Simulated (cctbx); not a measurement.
# A disordered crystal of nominal CuPRuS4

Cell a = 16.6370 Å, b = 6.1940 Å, c = 5.8130 Å, α = 90.00°, β = 90.00°, γ = 90.00°; space group Pnma (no. 62); nominal formula CuPRuS4.

The data are simulated with cctbx, not measured: Mo Kα, λ = 0.71073 Å, to d = 0.7 Å, 70 % of the full sphere, strongest reflection 20000 counts, noise from counting, a 6 % proportional error and a noise floor of 15 counts (s.d.); no absorption.

With every site full:

```text
Rint 0.061, 988 unique reflections to 0.70 A
cycle     R1     wR2    GooF  max shift (A)
   1  0.1020  0.2204   4.396   0.00147
   2  0.0209  0.0469   0.936   0.00000
final R1 0.0209 wR2 0.0469 GooF 0.936  parameters 39  data/parameter 25.3
atom        x        y        z      Ueq    occ   su(xyz)  su(Uiso or U11)
Ru1    0.98091  0.25000  0.20922   0.0099  1.000  0.00005  0.0001
Cu1    0.20779  0.25000  0.54933   0.0133  1.000  0.00008  0.0002
S1     0.02214  0.25000  0.65896   0.0128  1.000  0.00016  0.0004
S2     0.88618  0.99513  0.89713   0.0107  1.000  0.00010  0.0003
S3     0.84261  0.25000  0.44979   0.0111  1.000  0.00015  0.0004
P2     0.90682  0.25000  0.72222   0.0175  1.000  0.00021  0.0005
difference map: max 0.96 min -1.02 rms 0.22
Q1    0.1854  0.2500  0.3518    4    0.98  1.21 A from Cu1
Q2    0.1655  0.7500  0.9001    4    0.84  2.04 A from S3
Q3    0.1735  0.1053  0.0555    8    0.82  1.20 A from S2
Q4    0.1404  0.1674  0.8147    8    0.76  1.97 A from Cu1
Q5    0.0149  0.1430  0.1968    8    0.76  0.87 A from Ru1
Q6    0.2290  0.1838  0.1669    8    0.72  2.05 A from S3
```

With the occupancies of the suspect sites free, each still typed as its main element:

```text
Rint 0.061, 988 unique reflections to 0.70 A
cycle     R1     wR2    GooF  max shift (A)
   1  0.0499  0.1207   2.410   0.00009
   2  0.0209  0.0469   0.936   0.00001
final R1 0.0209 wR2 0.0469 GooF 0.936  parameters 41  data/parameter 24.1
atom        x        y        z      Ueq    occ   su(xyz)  su(Uiso or U11)
Ru1    0.98091  0.25000  0.20922   0.0099  1.000  0.00005  0.0001
Cu1    0.20779  0.25000  0.54933   0.0133  1.000  0.00008  0.0002
S1     0.02214  0.25000  0.65896   0.0128  1.000  0.00016  0.0004
S2     0.88618  0.99513  0.89713   0.0107  0.998  0.00010  0.0003
S3     0.84261  0.25000  0.44979   0.0111  1.000  0.00015  0.0004
P2     0.90683  0.25000  0.72221   0.0176  1.001  0.00021  0.0006
su of occupancy S2: 0.005
su of occupancy P2: 0.007
difference map: max 0.96 min -1.02 rms 0.22
Q1    0.1854  0.2500  0.3518    4    0.98  1.21 A from Cu1
Q2    0.1654  0.7500  0.9001    4    0.84  2.04 A from S3
Q3    0.1735  0.1054  0.0554    8    0.82  1.20 A from S2
Q4    0.1404  0.1674  0.8147    8    0.76  1.97 A from Cu1
Q5    0.0149  0.1429  0.1968    8    0.76  0.87 A from Ru1
Q6    0.2290  0.1837  0.1669    8    0.72  2.05 A from S3
```

**Question.** What is the disorder?

X-rays count electrons. S2 refines to 0.998(0.005), or 16.0 electrons; the site truly holds 0.9 S and 0.1 P, 15.9 electrons, which is 0.994 of S; P2 refines to 1.001(0.007), or 15.0 electrons; the site truly holds 0.8 P and 0.2 S, 15.2 electrons, which is 1.013 of P. All are within 3 s.u. of full, so these data don't show the disorder. Occupancy correlates with U and the scale, and the two elements' form factors differ in shape, so the match is approximate.

Freeing them takes R1 from 0.0209 to 0.0209 and GooF from 0.94 to 0.94.

This is a model crystal, built by substitution and not relaxed, with assumed displacement parameters.

[Middle refinement cycles are left out of these outputs.]

[Logs are printed without paths, hosts, clocks, repeated set-up lines and the standing remarks that a program may print on its own settings, such as how far it seeks lower states.]
